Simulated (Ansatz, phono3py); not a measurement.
# NaCl (Fm-3m): thermal conductivity with phono3py, part 3 of 5

The second- and third-order constants of NaCl come from an earlier supercell run; what does phono3py make of them?

Experimental results on record:
- thermal conductivity 7.1 W/m/K near room temperature (given in “Combining the AFLOW GIBBS and Elastic Libraries to efficiently and robustly screen thermo-mechanical properties of solids”, 2017, arXiv:1611.05714)
- thermal conductivity 7.1 W/m/K near room temperature (given in “Predicting the lattice thermal conductivity of solids by solving the Boltzmann transport equation: AFLOW - AAPL an automated, accurate and efficient framework”, 2017, arXiv:1611.05481)

phono3py 4.10.0; DFT PBEsol, scalar-relativistic, plane waves, PAW; PAW set soft_1; phono3py on Ansatz's force constants.

So far, κ at 300 K (W/m/K): step 2 (relaxation-time solution) 7.44; step 10 (q-mesh of the transport sums 23×23×23) 7.41; step 11 (q-mesh of the transport sums 29×29×29) 7.34; step 13 (boundary mean free path 1 micrometre) 7.19; step 14 (boundary mean free path 10 micrometre) 7.41.

The database entry behind the starting cell differs from other determinations of this structure, so it need not match the best structure at room temperature.

## Step 15: Direct solution of the linearised equation, third order supercell 3×3×3, supercell 6×6×6

Solving the linearised equation directly keeps the heat that normal processes pass on between modes; it is dearer, so the mesh may be smaller.

File phono3py.yaml:

```yaml
phono3py:
  version: "4.10.0"
  frequency_unit_conversion_factor: 15.633302
  symmetry_tolerance: 1.00000e-05

physical_unit:
  atomic_mass: "AMU"
  length: "angstrom"

space_group:
  type: "Fm-3m"
  number: 225
  Hall_symbol: "-F 4 2 3"

primitive_matrix:
- [  1.000000000000000,  0.000000000000000,  0.000000000000000 ]
- [  0.000000000000000,  1.000000000000000,  0.000000000000000 ]
- [  0.000000000000000,  0.000000000000000,  1.000000000000000 ]

supercell_matrix:
- [   3,   0,   0 ]
- [   0,   3,   0 ]
- [   0,   0,   3 ]

# [primitive_cell block left out]
unit_cell:
  lattice:
  - [     0.000000000000000,     2.800917063000000,     2.800917063000000 ] # a
  - [     2.800917063000000,     0.000000000000000,     2.800917063000000 ] # b
  - [     2.800917063000000,     2.800917063000000,     0.000000000000000 ] # c
  points:
  - symbol: Na # 1
    coordinates: [  0.000000000000000,  0.000000000000000,  0.000000000000000 ]
    mass: 22.989769
    reduced_to: 1
  - symbol: Cl # 2
    coordinates: [  0.500000000000000,  0.500000000000000,  0.500000000000000 ]
    mass: 35.450000
    reduced_to: 2

# [supercell block left out]
phonon_supercell_matrix:
- [   6,   0,   0 ]
- [   0,   6,   0 ]
- [   0,   0,   6 ]

# [phonon_primitive_cell block left out]
# [phonon_supercell block left out]
nac:
  born_effective_charge:
  - # 1 (Na)
    - [  1.091612869624448,  0.000000000000000,  0.000000000000000 ]
    - [  0.000000000000000,  1.091612869624448,  0.000000000000000 ]
    - [  0.000000000000000,  0.000000000000000,  1.091612869624448 ]
  - # 2 (Cl)
    - [ -1.091612869624448,  0.000000000000000,  0.000000000000000 ]
    - [  0.000000000000000, -1.091612869624448,  0.000000000000000 ]
    - [  0.000000000000000,  0.000000000000000, -1.091612869624448 ]
  dielectric_constant:
    - [  2.563472873717275,  0.000000000000000,  0.000000000000000 ]
    - [  0.000000000000000,  2.563472873717276,  0.000000000000000 ]
    - [  0.000000000000000,  0.000000000000000,  2.563472873717276 ]
  unit_conversion_factor: 14.399645
```

Launch:

```bash
$ phono3py phono3py.yaml --mesh 19 19 19 --lbte --isotope --ts 100 300 600
```

Output:

```text
[banner, memory and clock lines left out]
Rust backend (phonors) using rayon (8 threads).
Running in phono3py.load mode.
Spglib version 2.8.0
----------------------------- General settings -----------------------------
Run mode: conductivity-LBTE
HDF5 data compression filter: gzip
Crystal structure was read from "phono3py.yaml".
Supercell (dim): [3 3 3]
Phonon supercell (dim-fc2): [6 6 6]
Primitive matrix:
  [1. 0. 0.]
  [0. 1. 0.]
  [0. 0. 1.]
Spacegroup: Fm-3m (225)
Use -v option to watch primitive cell, unit cell, and supercell structures.
NAC parameters were read from "phono3py.yaml".
fc3 was read from "fc3.hdf5".
fc2 was read from "fc2.hdf5".
----------------------------- Force constants ------------------------------
Max drift of fc3: -0.00000000 (xxx) -0.00000000 (xxx) -0.00000000 (xxx)
Max drift of fc2: 0.00000000 (zz) 0.00000000 (zz)
--------------------------- Calculation settings ---------------------------
Non-analytical term correction (NAC): True
NAC unit conversion factor:  14.39964
BZ integration: Tetrahedron-method
Temperatures: 100.0  300.0  600.0
Cutoff frequency: 0.01
Mesh sampling: [ 19 19 19 ]
Generating grid system ... [ 19 19 19 ]
fc3-r2q-transformation over three atoms: True
--------------------------- Phonon calculations ----------------------------
  PRB 50, 13035(R) (1994), PRB 55, 10355 (1997)
  G-cutoff distance: 1.18, Number of G-points: 307, Lambda: 0.20
Running harmonic phonon calculations...
------------------- Lattice thermal conductivity (LBTE) -------------------
Running heat capacity calculations...
Running velocity calculations...
Running isotope scattering calculations with tetrahedron method...
======================= Grid point 0 (1/220) =======================
q-point: ( 0.00  0.00  0.00)
Boundary mean free path (millimeter): 1000.000
Mass variance parameters: 0.00e+00 5.83e-04
Number of triplets: 220
Frequency     group velocity (x, y, z)     |gv|
   0.000   (   0.000    0.000    0.000)    0.000
   0.000   (   0.000    0.000    0.000)    0.000
   0.000   (   0.000    0.000    0.000)    0.000
   4.985   (   0.000    0.000    0.000)    0.000
   4.985   (   0.000    0.000    0.000)    0.000
   4.985   (   0.000    0.000    0.000)    0.000
======================= Grid point 1 (2/220) =======================
q-point: ( 0.05  0.00  0.00)
Boundary mean free path (millimeter): 1000.000
Mass variance parameters: 0.00e+00 5.83e-04
Number of triplets: 670
Frequency     group velocity (x, y, z)     |gv|
   0.470   ( -16.581   16.581   16.581)   28.719
   0.470   ( -16.581   16.581   16.581)   28.719
   0.709   ( -25.022   25.022   25.022)   43.340
   4.972   (   0.903   -0.903   -0.903)    1.564
   4.972   (   0.903   -0.903   -0.903)    1.564
   7.625   (   1.179   -1.179   -1.179)    2.041
[217 grid points left out]
======================= Grid point 1647 (220/220) =======================
q-point: (-0.26  0.47  0.21)
Boundary mean free path (millimeter): 1000.000
Mass variance parameters: 0.00e+00 5.83e-04
Number of triplets: 1810
Frequency     group velocity (x, y, z)     |gv|
   3.374   (  -0.451   14.327    0.000)   14.334
   3.492   (   1.484  -12.999   -0.000)   13.083
   4.042   (  -3.422    6.494    0.000)    7.340
   4.682   (  -0.885   -4.166   -0.000)    4.259
   5.381   (   1.289    2.537    0.000)    2.845
   5.412   (   0.445   -2.781   -0.000)    2.816
=================== End of collection of collisions ===================
- Collision matrix shape (1, 3, 220, 6, 3, 220, 6, 3)
- Averaging collision matrix elements by phonon degeneracy [0.063s]
- Making collision matrix symmetric (Rust) [0.007s]
Diagonalize by scipy.linalg.lapack.dsyev sum=4.2e+01 d=7.1e-15 [68.351s]
Pinv by ignoring 1026/3960 dims under abs(eig)<1.0e-08 (np.dot) [0.010s]
----------- Thermal conductivity (W/m-k) with tetrahedron method -----------
#  T(K)        xx         yy         zz         yz         xz         xy
  100.0      24.504     24.504     24.504      0.000     -0.000     -0.000
  (RTA)      20.964     20.964     20.964      0.000     -0.000     -0.000
Diagonalize by scipy.linalg.lapack.dsyev sum=1.2e+02 d=0.0e+00 [63.968s]
Pinv by ignoring 1026/3960 dims under abs(eig)<1.0e-08 (np.dot) [0.008s]
#  T(K)        xx         yy         zz         yz         xz         xy
  300.0       8.801      8.801      8.801      0.000     -0.000     -0.000
  (RTA)       7.442      7.442      7.442      0.000     -0.000     -0.000
Diagonalize by scipy.linalg.lapack.dsyev sum=2.3e+02 d=-5.7e-14 [63.558s]
Pinv by ignoring 1026/3960 dims under abs(eig)<1.0e-08 (np.dot) [0.009s]
#  T(K)        xx         yy         zz         yz         xz         xy
  600.0       4.522      4.522      4.522      0.000     -0.000     -0.000
  (RTA)       3.806      3.806      3.806      0.000     -0.000     -0.000
Thermal conductivity related properties were written into
"kappa-m191919.hdf5".
Eigenvalues of collision matrix were written into "coleigs-m191919.hdf5"
Summary of calculation was written in "phono3py.yaml".
```

Run time: 3.7 min. Hardware: 8 threads of Arm Neoverse V2, shared host; peak memory 0.52 GiB.

This step gave:

```yaml
kappa_at_300_k: 8.801 W/m/K
kappa_xx_yy_zz_at_300_k: 8.801, 8.801, 8.801 W/m/K
```

W/m/K. Kappa, by row:

```csv
T (K),xx,yy,zz,yz,xz,xy,RTA mean
100,24.5,24.5,24.5,0,0,0,20.96
300,8.801,8.801,8.801,0,0,0,7.442
600,4.522,4.522,4.522,0,0,0,3.806
```

κ at 300 K goes from 7.44 in the base run to 8.80 W/(m K).

## Step 16: Adding coherences, third order supercell 3×3×3, supercell 6×6×6

Close branches can carry heat by tunnelling between them, which the particle picture leaves out; this version of phono3py is known to put the term a few per cent high.

phono3py.yaml is that of step 15.

Launch:

```bash
$ phono3py phono3py.yaml --mesh 19 19 19 --br --isotope --tt smm19 --ts 100 150 200 300 400 500 600 800
```

Output:

```text
[banner, memory and clock lines left out]
Rust backend (phonors) using rayon (8 threads).
Running in phono3py.load mode.
Spglib version 2.8.0
----------------------------- General settings -----------------------------
Run mode: conductivity-RTA
HDF5 data compression filter: gzip
Crystal structure was read from "phono3py.yaml".
Supercell (dim): [3 3 3]
Phonon supercell (dim-fc2): [6 6 6]
Primitive matrix:
  [1. 0. 0.]
  [0. 1. 0.]
  [0. 0. 1.]
Spacegroup: Fm-3m (225)
Use -v option to watch primitive cell, unit cell, and supercell structures.
NAC parameters were read from "phono3py.yaml".
fc3 was read from "fc3.hdf5".
fc2 was read from "fc2.hdf5".
----------------------------- Force constants ------------------------------
Max drift of fc3: -0.00000000 (xxx) -0.00000000 (xxx) -0.00000000 (xxx)
Max drift of fc2: 0.00000000 (zz) 0.00000000 (zz)
--------------------------- Calculation settings ---------------------------
Non-analytical term correction (NAC): True
NAC unit conversion factor:  14.39964
BZ integration: Tetrahedron-method
Temperature:  100.0  150.0  200.0  300.0  400.0 ... 800.0
Cutoff frequency: 0.01
Mesh sampling: [ 19 19 19 ]
Generating grid system ... [ 19 19 19 ]
fc3-r2q-transformation over three atoms: True
Optional transport type: SMM19
--------------------------- Phonon calculations ----------------------------
  PRB 50, 13035(R) (1994), PRB 55, 10355 (1997)
  G-cutoff distance: 1.18, Number of G-points: 307, Lambda: 0.20
Running harmonic phonon calculations...
-------------------- Lattice thermal conductivity (RTA) --------------------
Running heat capacity calculations...
Running velocity calculations...
Running isotope scattering calculations with tetrahedron method...
======================= Grid point 0 (1/220) =======================
q-point: ( 0.00  0.00  0.00)
Boundary mean free path (millimeter): 1000.000
Mass variance parameters: 0.00e+00 5.83e-04
Number of triplets: 220
Frequency     group velocity (x, y, z)     |gv|
   0.000   (   0.000    0.000    0.000)    0.000
   0.000   (   0.000    0.000    0.000)    0.000
   0.000   (   0.000    0.000    0.000)    0.000
   4.985   (   0.000    0.000    0.000)    0.000
   4.985   (   0.000    0.000    0.000)    0.000
   4.985   (   0.000    0.000    0.000)    0.000
======================= Grid point 1 (2/220) =======================
q-point: ( 0.05  0.00  0.00)
Boundary mean free path (millimeter): 1000.000
Mass variance parameters: 0.00e+00 5.83e-04
Number of triplets: 670
Frequency     group velocity (x, y, z)     |gv|
   0.470   ( -16.581   16.581   16.581)   28.719
   0.470   ( -16.581   16.581   16.581)   28.719
   0.709   ( -25.022   25.022   25.022)   43.340
   4.972   (   0.903   -0.903   -0.903)    1.564
   4.972   (   0.903   -0.903   -0.903)    1.564
   7.625   (   1.179   -1.179   -1.179)    2.041
[217 grid points left out]
======================= Grid point 1647 (220/220) =======================
q-point: (-0.26  0.47  0.21)
Boundary mean free path (millimeter): 1000.000
Mass variance parameters: 0.00e+00 5.83e-04
Number of triplets: 1810
Frequency     group velocity (x, y, z)     |gv|
   3.374   (  -0.451   14.327    0.000)   14.334
   3.492   (   1.484  -12.999   -0.000)   13.083
   4.042   (  -3.422    6.494    0.000)    7.340
   4.682   (  -0.885   -4.166   -0.000)    4.259
   5.381   (   1.289    2.537    0.000)    2.845
   5.412   (   0.445   -2.781   -0.000)    2.816
=================== End of collection of collisions ===================
----------- Thermal conductivity (W/m-k) with tetrahedron method -----------
#          T(K)        xx         yy         zz         yz         xz         xy
K_intra   100.0      20.964     20.964     20.964      0.000     -0.000     -0.000
K_intra   150.0      14.331     14.331     14.331      0.000     -0.000     -0.000
K_intra   200.0      10.939     10.939     10.939      0.000     -0.000     -0.000
K_intra   300.0       7.442      7.442      7.442      0.000     -0.000     -0.000
K_intra   400.0       5.643      5.643      5.643      0.000     -0.000     -0.000
K_intra   500.0       4.546      4.546      4.546      0.000     -0.000     -0.000
K_intra   600.0       3.806      3.806      3.806      0.000     -0.000     -0.000
K_intra   800.0       2.872      2.872      2.872      0.000     -0.000     -0.000

K_inter   100.0       0.064      0.064      0.064      0.000     -0.000     -0.000
K_inter   150.0       0.083      0.083      0.083      0.000     -0.000     -0.000
K_inter   200.0       0.097      0.097      0.097      0.000     -0.000     -0.000
K_inter   300.0       0.117      0.117      0.117      0.000     -0.000     -0.000
K_inter   400.0       0.134      0.134      0.134      0.000     -0.000     -0.000
K_inter   500.0       0.149      0.149      0.149      0.000     -0.000     -0.000
K_inter   600.0       0.162      0.162      0.162      0.000     -0.000     -0.000
K_inter   800.0       0.184      0.184      0.184      0.000     -0.000     -0.000

K_TOT     100.0      21.028     21.028     21.028      0.000     -0.000     -0.000
K_TOT     150.0      14.414     14.414     14.414      0.000     -0.000     -0.000
K_TOT     200.0      11.035     11.035     11.035      0.000     -0.000     -0.000
K_TOT     300.0       7.559      7.559      7.559      0.000     -0.000     -0.000
K_TOT     400.0       5.778      5.778      5.778      0.000     -0.000     -0.000
K_TOT     500.0       4.695      4.695      4.695      0.000     -0.000     -0.000
K_TOT     600.0       3.969      3.969      3.969      0.000     -0.000     -0.000
K_TOT     800.0       3.056      3.056      3.056      0.000     -0.000     -0.000

Thermal conductivity related properties were written into
"kappa-m191919.hdf5".
Summary of calculation was written in "phono3py.yaml".
```

Run time: 21 s. Hardware: 8 threads; peak memory 0.25 GiB; 2.3 min of CPU time.

This step gave:

| Quantity | Value |
| --- | --- |
| κ at 300 K | 7.559 W/m/K |
| κ xx, yy, zz at 300 K | 7.559, 7.559, 7.559 W/m/K |

W/m/K. Kappa, by row:

```csv
T (K),xx,yy,zz,yz,xz,xy,intra mean,inter mean
100,21.03,21.03,21.03,0,0,0,20.96,0.06445
150,14.41,14.41,14.41,0,0,0,14.33,0.08283
200,11.04,11.04,11.04,0,0,0,10.94,0.09664
300,7.559,7.559,7.559,0,0,0,7.442,0.1173
400,5.778,5.778,5.778,0,0,0,5.643,0.1342
500,4.695,4.695,4.695,0,0,0,4.546,0.1491
600,3.969,3.969,3.969,0,0,0,3.806,0.1623
800,3.056,3.056,3.056,0,0,0,2.872,0.1841
```

κ at 300 K goes from 7.44 in the base run to 7.56 W/(m K).

## Step 17: Gaussian smearing, third order supercell 3×3×3, supercell 6×6×6

A Gaussian replaces the tetrahedron method for energy conservation; its width must match the mesh.

phono3py.yaml is that of step 16.

Launch:

```bash
$ phono3py phono3py.yaml --mesh 19 19 19 --br --isotope --sigma 0.05 --ts 100 300 600
```

Output:

```text
[banner, memory and clock lines left out]
Rust backend (phonors) using rayon (8 threads).
Running in phono3py.load mode.
Spglib version 2.8.0
----------------------------- General settings -----------------------------
Run mode: conductivity-RTA
HDF5 data compression filter: gzip
Crystal structure was read from "phono3py.yaml".
Supercell (dim): [3 3 3]
Phonon supercell (dim-fc2): [6 6 6]
Primitive matrix:
  [1. 0. 0.]
  [0. 1. 0.]
  [0. 0. 1.]
Spacegroup: Fm-3m (225)
Use -v option to watch primitive cell, unit cell, and supercell structures.
NAC parameters were read from "phono3py.yaml".
fc3 was read from "fc3.hdf5".
fc2 was read from "fc2.hdf5".
----------------------------- Force constants ------------------------------
Max drift of fc3: -0.00000000 (xxx) -0.00000000 (xxx) -0.00000000 (xxx)
Max drift of fc2: 0.00000000 (zz) 0.00000000 (zz)
--------------------------- Calculation settings ---------------------------
Non-analytical term correction (NAC): True
NAC unit conversion factor:  14.39964
BZ integration: Smearing=0.05
Temperature:  100.0  300.0  600.0
Cutoff frequency: 0.01
Mesh sampling: [ 19 19 19 ]
Generating grid system ... [ 19 19 19 ]
fc3-r2q-transformation over three atoms: True
--------------------------- Phonon calculations ----------------------------
  PRB 50, 13035(R) (1994), PRB 55, 10355 (1997)
  G-cutoff distance: 1.18, Number of G-points: 307, Lambda: 0.20
Running harmonic phonon calculations...
-------------------- Lattice thermal conductivity (RTA) --------------------
Running heat capacity calculations...
Running velocity calculations...
Running isotope scattering calculations sigma=0.05...
======================= Grid point 0 (1/220) =======================
q-point: ( 0.00  0.00  0.00)
Boundary mean free path (millimeter): 1000.000
Mass variance parameters: 0.00e+00 5.83e-04
Number of triplets: 220
Frequency     group velocity (x, y, z)     |gv|
   0.000   (   0.000    0.000    0.000)    0.000
   0.000   (   0.000    0.000    0.000)    0.000
   0.000   (   0.000    0.000    0.000)    0.000
   4.985   (   0.000    0.000    0.000)    0.000
   4.985   (   0.000    0.000    0.000)    0.000
   4.985   (   0.000    0.000    0.000)    0.000
======================= Grid point 1 (2/220) =======================
q-point: ( 0.05  0.00  0.00)
Boundary mean free path (millimeter): 1000.000
Mass variance parameters: 0.00e+00 5.83e-04
Number of triplets: 670
Frequency     group velocity (x, y, z)     |gv|
   0.470   ( -16.581   16.581   16.581)   28.719
   0.470   ( -16.581   16.581   16.581)   28.719
   0.709   ( -25.022   25.022   25.022)   43.340
   4.972   (   0.903   -0.903   -0.903)    1.564
   4.972   (   0.903   -0.903   -0.903)    1.564
   7.625   (   1.179   -1.179   -1.179)    2.041
[217 grid points left out]
======================= Grid point 1647 (220/220) =======================
q-point: (-0.26  0.47  0.21)
Boundary mean free path (millimeter): 1000.000
Mass variance parameters: 0.00e+00 5.83e-04
Number of triplets: 1810
Frequency     group velocity (x, y, z)     |gv|
   3.374   (  -0.451   14.327    0.000)   14.334
   3.492   (   1.484  -12.999   -0.000)   13.083
   4.042   (  -3.422    6.494    0.000)    7.340
   4.682   (  -0.885   -4.166   -0.000)    4.259
   5.381   (   1.289    2.537    0.000)    2.845
   5.412   (   0.445   -2.781   -0.000)    2.816
=================== End of collection of collisions ===================
----------- Thermal conductivity (W/m-k) for sigma=0.05 -----------
#  T(K)        xx         yy         zz         yz         xz         xy
  100.0      20.850     20.850     20.850      0.000     -0.000     -0.000
  300.0       7.421      7.421      7.421      0.000     -0.000     -0.000
  600.0       3.797      3.797      3.797      0.000     -0.000     -0.000

Thermal conductivity related properties and sigma 0.05
were written into "kappa-m191919-s0.05.hdf5".
Summary of calculation was written in "phono3py.yaml".
```

Elapsed: 18 s, on 8 threads; peak memory 0.25 GiB; 1.9 min of CPU time.

Numbers from this step:

```yaml
kappa_at_300_k: 7.421 W/m/K
kappa_xx_yy_zz_at_300_k: 7.421, 7.421, 7.421 W/m/K
```

W/m/K. Kappa, by row:

```csv
T (K),xx,yy,zz,yz,xz,xy
100,20.85,20.85,20.85,0,0,0
300,7.421,7.421,7.421,0,0,0
600,3.797,3.797,3.797,0,0,0
```

κ at 300 K goes from 7.44 in the base run to 7.42 W/(m K).

## Step 18: Gaussian smearing, third order supercell 3×3×3, supercell 6×6×6 (run 2)

A Gaussian replaces the tetrahedron method for energy conservation; its width must match the mesh.

phono3py.yaml is that of step 17.

Launch:

```bash
$ phono3py phono3py.yaml --mesh 19 19 19 --br --isotope --sigma 0.1 --ts 100 300 600
```

Output:

```text
[banner, memory and clock lines left out]
Rust backend (phonors) using rayon (8 threads).
Running in phono3py.load mode.
Spglib version 2.8.0
----------------------------- General settings -----------------------------
Run mode: conductivity-RTA
HDF5 data compression filter: gzip
Crystal structure was read from "phono3py.yaml".
Supercell (dim): [3 3 3]
Phonon supercell (dim-fc2): [6 6 6]
Primitive matrix:
  [1. 0. 0.]
  [0. 1. 0.]
  [0. 0. 1.]
Spacegroup: Fm-3m (225)
Use -v option to watch primitive cell, unit cell, and supercell structures.
[...]
5.381   (   1.289    2.537    0.000)    2.845
   5.412   (   0.445   -2.781   -0.000)    2.816
=================== End of collection of collisions ===================
----------- Thermal conductivity (W/m-k) for sigma=0.1 -----------
#  T(K)        xx         yy         zz         yz         xz         xy
  100.0      20.588     20.588     20.588      0.000     -0.000     -0.000
  300.0       7.324      7.324      7.324      0.000     -0.000     -0.000
  600.0       3.745      3.745      3.745      0.000     -0.000     -0.000

Thermal conductivity related properties and sigma 0.1
were written into "kappa-m191919-s0.1.hdf5".
Summary of calculation was written in "phono3py.yaml".
```

Run time: 18 s. Hardware: 8 threads; peak memory 0.25 GiB.

This step gave:

```yaml
kappa_at_300_k: 7.324 W/m/K
kappa_xx_yy_zz_at_300_k: 7.324, 7.324, 7.324 W/m/K
```

W/m/K. Kappa, by row:

```csv
T (K),xx,yy,zz,yz,xz,xy
100,20.59,20.59,20.59,0,0,0
300,7.324,7.324,7.324,0,0,0
600,3.745,3.745,3.745,0,0,0
```

κ at 300 K goes from 7.44 in the base run to 7.32 W/(m K).

[end of part 3 of 5]

[Long decimals in the printed logs are rounded to 6 places.]

[Logs are printed without paths, hosts, clocks, repeated set-up lines and the standing remarks that a program may print on its own settings, such as how far it seeks lower states.]

[Hosts, paths, dates, database ids (printed as entryN), source tags and the programs' standing remarks are cut or masked in the printed files.]

[Where the starting crystal was built by hand or by swapping elements, it need not be the compound's stable phase.]

[A step with changed settings may run another functional than the one named; its input shows which.]

[Pressures of single members of a volume series are the stress at the run's cutoff; with an incomplete basis they can lie off −dE/dV of the same runs, and they are not shown converged.]
